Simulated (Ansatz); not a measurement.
**Li3SI (antiperovskite) (Pm-3m): a many-body input that goes wrong, and its mend**

What is wrong with this input for Li3SI (antiperovskite) (Pm-3m)?

Main program and level: Ansatz 0.2.0; G0W0 on PBE, plane waves, PAW.

The structure was built from a prototype and need not be the compound's stable phase.

## (1) Set-up

It takes space group Pm-3m (No. 221, cubic). Conventional cell: a = 4.737 Å, b = 4.737 Å, c = 4.737 Å, α = 90.00°, β = 90.00°, γ = 90.00°. Nearest to I lie 12 Li at 3.35 Å. Nearest to S lie 6 Li at 2.37 Å. Nearest to Li lie 2 S at 2.37 Å and 4 I at 3.35 Å and 8 Li at 3.35 Å. It derives from I1Li3S1. Farther neighbours and most contacts between anions are not listed.

The structure was relaxed with PBE. The structure type comes from a generator and need not be one that this composition takes. The runs that relaxed it are not among those shown. Spin-orbit coupling is left out unless a step names it. The default PAW set here is soft_2. Its files were made with PBE.

## (2) First try

File input.yaml:

```yaml
crystal:
  lattice:
    - [4.7368166536, 0.0, 0.0]
    - [0.0, 4.7368166536, 0.0]
    - [0.0, 0.0, 4.7368166536]
  atoms:
    - { symbol: I, position: [0.0, 0.0, 0.0] }
    - { symbol: S, position: [0.5, 0.5, 0.5] }
    - { symbol: Li, position: [0.5, 0.5, 0.0] }
    - { symbol: Li, position: [0.5, 0.0, 0.5] }
    - { symbol: Li, position: [0.0, 0.5, 0.5] }
kpoints:
  mp_grid: { grid: [1, 1, 1] }
hamiltonian:
  xc: pbe
scf:
  occupations: { method: fixed }
gw:
  n_empty_bands: 112
  ecut_chi: 60
  qp_bands: [v2, c2]
  qp_kpoints: band_edges
  screening: { model: contour_deformation }
```

The run is started by

```console
$ ansatz run input.yaml --threads 4 --pin off --max-ram 17510MiB --backend cpu --events-out ev --progress --plain --runs-dir out
```

Numbers of over 12 decimals in the logs are rounded to 6 here.

Output:

```text
Engine: ansatz 0.2.0, aarch64-unknown-linux-gnu
Pseudopotentials: kind: paw
Pseudopotential: I, paw, valence charge 17, recommended cutoff 420 eV (normal), I.paw.azcp
Pseudopotential: S, paw, valence charge 6, recommended cutoff 420 eV (normal), S.paw.azcp
Pseudopotential: Li, paw, valence charge 3, recommended cutoff 420 eV (normal), Li.paw.azcp
Functional definition: PBE
  parameter kappa = 0.804
  parameter beta = 0.066725
  exchange = pbe_x(kappa = kappa, mu = beta*pi^2/3)
  correlation = pbe_c(beta = beta)
Crystal: 5 atoms, lattice volume = 106.282 Å³
Basis set: ecut = 420 eV, 2103 PW (Γ)
Bands: 21, of which v1, the nominal top of the filled ones, is band 16 counted from 1 (15 counted from 0)
Symmetry: 48 space group operations
Space group: Pm-3m (ITA 221), of the structure as read, at distance tolerance 4.7e-5 Å
k-points: 1
Non-local potential: I, projectors of the file, l = 0: 2, l = 1: 2, l = 2: 2, l = 3: 2
Non-local potential: S, projectors of the file, l = 0: 2, l = 1: 2, l = 2: 2
Non-local potential: Li, projectors of the file, l = 0: 3, l = 1: 2, l = 2: 1
PAW form: soft (Blöchl's): semilocal exchange-correlation on the pseudo side does not see the compensation charge
PAW one-centre angular grid: I, 590 points (default); XC on 64 Gauss nodes
PAW one-centre angular grid: S, 110 points (default); XC on 64 Gauss nodes
PAW one-centre angular grid: Li, 110 points (default); XC on 64 Gauss nodes
Initial density: superposition of atomic densities (neutral atoms: chi_scale 0, normalization atom), corrected by the library's trained network
Initial wavefunctions: pseudopotential atomic-orbital guess
Functional: x = pbe(κ = 0.804, μ = 0.219515), c = pbe(β = 0.066725)
SCF iter   1: F=—  HF=-9032.871505 eV  |F-HF|=—  |Δ(HF+E_count)|=         —  Δρ=1.31e-2  dr2=4.10e-1  ethr=1.77e-3  ⟨swp⟩=5.0  Hψ=90  notcnv=0  defer=2
preconditioner: auto → Resta (q_TF=auto, 2.234 Å⁻¹)  ε∞=3.3  [insulator: Δε(μ)=3.952 eV  Ē_g=9.571 eV  n_scr=18 (ndim 8)  ℏωp=14.4 eV  f_vac=0.000  ε∞_Penn≈3.3]
SCF iter   2: F=—  HF=-9032.816373 eV  |F-HF|=—  |Δ(HF+E_count)|=   5.51e-2  Δρ=7.19e-3  dr2=1.15e-1  ethr=1.28e-3  ⟨swp⟩=2.0  Hψ=32  notcnv=0  defer=3
SCF iter   3: F=—  HF=-9032.842858 eV  |F-HF|=—  |Δ(HF+E_count)|=   2.65e-2  Δρ=1.78e-3  dr2=3.48e-3  ethr=3.58e-4  ⟨swp⟩=3.0  Hψ=33  notcnv=0  defer=2
SCF iter   4: F=—  HF=-9032.846907 eV  |F-HF|=—  |Δ(HF+E_count)|=   4.05e-3  Δρ=5.35e-4  dr2=3.65e-4  ethr=1.09e-5  ⟨swp⟩=2.0  Hψ=31  notcnv=0  defer=3
SCF iter   5: F=—  HF=-9032.847440 eV  |F-HF|=—  |Δ(HF+E_count)|=   5.34e-4  Δρ=7.81e-5  dr2=6.73e-6  ethr=1.14e-6  ⟨swp⟩=3.0  Hψ=33  notcnv=0  defer=2
SCF iter   6: F=—  HF=-9032.847446 eV  |F-HF|=—  |Δ(HF+E_count)|=   6.04e-6  Δρ=1.50e-5  dr2=3.87e-7  ethr=2.10e-8  ⟨swp⟩=2.0  Hψ=26  notcnv=0  defer=2
SCF iter   7: F=-9032.847447 eV  HF=-9032.847447 eV  |F-HF|=8.57e-9  |Δ(HF+E_count)|=   1.98e-7  Δρ=5.73e-6  dr2=4.43e-8  ethr=3.13e-10  ⟨swp⟩=9.0  Hψ=91  notcnv=0
SCF 1 converged in 7 iterations: F = -9032.847447 eV  dr2 = 4.43e-8
[...]
NSCF: frozen V_eff on 1 k-points
G₀W₀ screening: q 1/1
G₀W₀ self-energy: k 1/1
NSCF: frozen V_eff on 1 k-points
NSCF: frozen V_eff on 1 k-points
[...]
SCF converged after 7 iterations
Free energy (F): -9032.847447 eV
Harris-Foulkes:  -9032.847447 eV  (|F-HF|=8.57e-9)
Internal energy: -9032.847447 eV  (E = F + TS)
E sigma→0 (E₀):  -9032.847447 eV
Fermi energy:    3.197921 eV
--- Per-component energies (eV) ---
  E_band       = -649.417144
  E_kinetic    = 370.281903
  E_local      = -2665.112612  (includes V_loc(G=0)·N_el)
  E_nonlocal   = -159.308111
  E_hartree    = 1266.894843
  E_xc         = -260.651875
  E_vxc        = -261.857142  (∫ρ·V_xc dr)
  E_paw        = -5483.756200  (= ΣΔE_a)
  E_vpaw       = -467.206905  (= ΣTr[D̂ρ^β])
  E_aug_tail   = 0.000142  (compensation charges beyond the density's cutoff)
  E_ewald      = -2101.195537
  E_smearing   = -0.000000  (= −TS)
  E_closure    = -0.000000  (closes the sum)
  Σ components = -9032.847447   (vs F -9032.847447, Δ=0.00e0)
--- Band table (eV) ---
  k-point 0: bands = [... 12 lower, 1.2036, 3.1979, 3.1979, 3.1979, 7.1317, 8.1217, 8.1217, 11.5314, ... 1 higher]
--- G₀W₀: contour deformation, 6 samples at zero and on the imaginary axis and 1 off it, 1 q-point, 112 empty bands' worth ---
  eigenvalues of the whole cell's RPA ε∞ on this k-mesh (on a slab, of 1 + 4πα/V) = 7.2168, 7.2168, 7.2168; static W/v taken at q = 0 is 0.138566
  bands read: the sum over 128 bands ends inside a degenerate multiplet in 1 slot, whose members it reads at an even weight; the widest, k=0: bands 128 to 130 (counted from 1) at 1/3 each
  gw.qp_kpoints: band_edges: 1 of 1 stored k-point solved, in 1 pass; an edge of the gap read off the rows below is read off those points alone
    ik  band        ε_KS         Σx   Σc(E_QP)       V_xc       Z   E_QP_lin       E_QP  E_QP is
     0    15      3.1979   -18.8244     3.7446   -14.5646  0.7411     2.6775     2.6827  root
     0    16      3.1979   -18.8244     3.7446   -14.5646  0.7411     2.6775     2.6827  root
     0    17      7.1317    -4.6764    -4.7803    -9.3748  0.7597     7.0499     7.0497  root
     0    18      8.1217    -2.8745    -4.7129    -7.3067  0.7602     7.8424     7.8410  root
```

It took 0.94 s on 4 threads of Arm Neoverse V2, shared host; peak memory 0.31 GiB; 2 s of CPU time.

In the SCF lines HF is the Harris–Foulkes energy and dr2 the Hartree energy of the density residual, in eV; the loop may stop once dr2 is under the threshold and the program's other checks hold. Hψ counts applications of the Hamiltonian.

**What went wrong?**

The run ended normally, though the input holds a fault or crude settings.

The fault: one k-point. One point can't sample the density or the screening of a small cell, and the band edges may lie elsewhere in the zone.

It printed a gap of 4.37 eV, which is an artefact of the settings.

## (3) A better input

Now the one-shot GW correction: screening in the RPA, then the self-energy of the levels asked for.

input.yaml: that of step 2 with these lines changed.

```diff
@@ -12,3 +12,3 @@
 kpoints:
-  mp_grid: { grid: [1, 1, 1] }
+  mp_grid: { grid: [4, 4, 4] }
 hamiltonian:
@@ -18,4 +18,4 @@
 gw:
-  n_empty_bands: 112
-  ecut_chi: 60
+  n_empty_bands: 147
+  ecut_chi: 72
   qp_bands: [v2, c2]
```

Output:

```text
[...]
Crystal: 5 atoms, lattice volume = 106.282 Å³
Basis set: ecut = 420 eV, 2103 PW (Γ)
Bands: 21, of which v1, the nominal top of the filled ones, is band 16 counted from 1 (15 counted from 0)
[... 1 set-up line as in the run before ...]
[...]
k-points: 10 of 64
[...]
SCF iter   1: F=—  HF=-9035.230083 eV  |F-HF|=—  |Δ(HF+E_count)|=         —  Δρ=5.03e-4  dr2=2.27e-4  ethr=1.77e-3  ⟨swp⟩=5.4  Hψ=912  notcnv=0  defer=24
[...]
SCF iter   6: F=-9035.228906 eV  HF=-9035.228906 eV  |F-HF|=7.09e-9  |Δ(HF+E_count)|=   6.22e-8  Δρ=2.38e-6  dr2=7.42e-9  ethr=3.13e-10  ⟨swp⟩=10.0  Hψ=959  notcnv=0
SCF 1 converged in 6 iterations: F = -9035.228906 eV  dr2 = 7.42e-9
[...]
NSCF: frozen V_eff on 10 k-points
G₀W₀ screening: q 1/10
[... further progress lines ...]
SCF converged after 6 iterations
Free energy (F): -9035.228906 eV
[...]
Internal energy: -9035.228906 eV  (E = F + TS)
[...]
0    15      2.7988   -17.6369     2.1084   -14.6169  0.7751     1.8749     1.8872  root
     0    16      2.7988   -17.6369     2.1084   -14.6169  0.7751     1.8749     1.8872  root
     0    17      6.7466    -5.7480    -3.4008    -9.6349  0.8141     7.2354     7.2327  root
     0    18      7.7681    -3.9169    -3.3884    -7.7036  0.8118     8.1683     8.1663  root
     3    15      2.3782   -17.2871     2.2017   -14.1116  0.7720     1.3893     1.4045  root
     3    16      2.8752   -17.6467     2.1318   -14.5992  0.7739     1.9473     1.9596  root
     3    17      7.4125    -4.6156    -3.4157    -8.5242  0.8114     7.9083     7.9053  root
     3    18      8.8018    -5.1689    -3.6336    -9.3479  0.8014     9.3514     9.3471  root
[...]
7    15      2.5591   -17.3933     2.2849   -14.1375  0.7685     1.5734     1.5883  root
     7    16      2.7750   -17.5698     2.1391   -14.4860  0.7739     1.8170     1.8303  root
     7    17      7.7352    -4.2354    -3.4724    -8.2570  0.8116     8.2881     8.2844  root
     7    18      8.2260    -4.2075    -3.5206    -8.2535  0.8095     8.7548     8.7513  root
[key lines of the parts left out:]
Fermi energy:    3.020158 eV
```

Elapsed: 12 s, on 4 threads; peak memory 0.55 GiB.

This step gave:

```yaml
bands_summed: 163
rpa_eps_infinity_on_this_mesh_eigenvalues: 3.859, 3.859, 3.859
plane_waves_in_the_screening_matrix: 147
q_points_in_the_mesh: 64
g0w0_gap_on_the_mesh: 4.885 eV
k_of_the_valence_top: 0, -0.5, -0.5
k_of_the_conduction_bottom: 0, -0.5, -0.5
starting_gap_on_the_mesh: 3.515 eV
z_at_the_valence_top: 0.7742
z_at_the_conduction_bottom: 0.8180
least_direct_g0w0_gap_on_the_computed_points: 4.885 eV
```

The gap on the mesh goes from 3.51 eV to 4.89 eV, a correction of +1.37 eV. Between the two edge states, bare exchange in place of the xc potential would open the gap by 6.76 eV, and correlation takes back 5.39 eV.

## (4) Summary of results

* first try: converged after 0.94 s
* better run: G0W0 gap on the mesh 4.89 eV (4×4×4 mesh, 147 empty bands, screening to 72 eV)

In words: The second run differs in: mesh, empty bands and screening cutoff (eV). Bands and cutoff are finite, so the gap is not at the basis limit. The miss can reach some tenths of an eV and take either sign; the mesh is an error of its own. The many-body steps are scalar-relativistic: spin-orbit coupling is not in them.

[Paths, hosts, dates, memory and timing lines, banners, echoed tables and standing remarks are left out of the program output.]

[Logs are printed without paths, hosts, clocks, repeated set-up lines and the standing remarks that a program may print on its own settings, such as how far it seeks lower states.]

[Runs of the session that timed out or met a known fault of the program may be left out.]

[Cells called generated may have been cut or substituted from an entry of the Crystallography Open Database or the Materials Project.]

[Hosts, paths, dates, database ids (printed as entryN), source tags and the programs' standing remarks are cut or masked in the printed files.]
